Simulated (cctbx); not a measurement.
**Interatomic vectors of GdMn3Co2**

Space group Cmmm (no. 65), a = 5.2140 Å, b = 8.4850 Å, c = 3.9330 Å, α = 90.00°, β = 90.00°, γ = 90.00°, content Gd2 Co4 Mn6.

The data are simulated with cctbx, not measured: Mo Kα, λ = 0.71073 Å, to d = 0.84 Å, 80 % of the full sphere, strongest reflection 20000 counts, noise from counting, a 3 % proportional error and a noise floor of 4 counts (s.d.); no absorption.

Patterson synthesis, origin scaled to 1000:

```text
Patterson group C m m m
      u       v       w   height  length (A)
  0.000   0.000   0.000   1000.0     0.00
  0.000   0.500   0.500    431.7     4.68
  0.000   0.341   0.000    423.8     2.89
  0.250   0.250   0.500    420.0     3.17
  0.000   0.500   0.000    131.9     4.24
  0.250   0.250   0.000    116.8     2.49
  0.249   0.406   0.500    106.2     4.17
  0.000   0.156   0.500    103.8     2.37
  0.139   0.000   0.243    -20.2     1.20
  0.126   0.308   0.261    -25.2     2.88
  0.113   0.449   0.207    -27.8     3.94
  0.000   0.152   0.079    -29.9     1.32
```

**Question.** Which atom pairs make the peaks, and where is the heaviest atom?

A peak at u stands for all pairs with xi − xj = u, with weight Σ ZiZj against Σ Z² = 14858 at the origin. Peak heights follow these weights only roughly, since form factors, motion and series ripples differ, all vectors within 0.55 Å of a peak are counted as merged into it though the farther ones add only part of their weight, and F(000) is left out, which lowers the whole map:

| u | v | w | shortest length (Å) | height | 1000 ΣZiZj/ΣZ² | pairs in the cell |
| --- | --- | --- | --- | --- | --- | --- |
| 0.000 | 0.500 | 0.500 | 3.27 | 432 | 431 | 4 × Gd–Mn |
| 0.000 | 0.341 | 0.000 | 2.89 | 424 | 515 | 4 × Gd–Mn, 2 × Mn–Mn |
| 0.250 | 0.250 | 0.500 | 3.17 | 420 | 465 | 4 × Gd–Co |
| 0.000 | 0.500 | 0.000 | 2.61 | 132 | 196 | 4 × Co–Co |
| 0.250 | 0.250 | 0.000 | 2.49 | 117 | 182 | 4 × Co–Mn |
| 0.249 | 0.406 | 0.500 | 2.49 | 106 | 182 | 4 × Co–Mn |
| 0.000 | 0.156 | 0.500 | 2.37 | 104 | 168 | 4 × Mn–Mn |

The table stops at ten peaks or at a height of 45, below which ripples compete. In the model behind the data Gd, the heaviest element, has 1 independent site: (1/2, 0, 0), up to an allowed shift of origin. No listed peak is a Gd–Gd vector, so the position follows from the cell content and the cross vectors. The whole model:

```
atom  mult.    x       y    z  Ueq (Å²)
 Gd1      2  1/2       0    0    0.0280
 Co1      4  1/4     3/4  1/2    0.0347
 Mn1      2    0       0  1/2    0.0224
 Mn2      4  1/2  0.6553    0    0.0356
```

This is a model crystal, built by substitution and not relaxed, with assumed displacement parameters.

[Logs are printed without paths, hosts, clocks, repeated set-up lines and the standing remarks that a program may print on its own settings, such as how far it seeks lower states.]
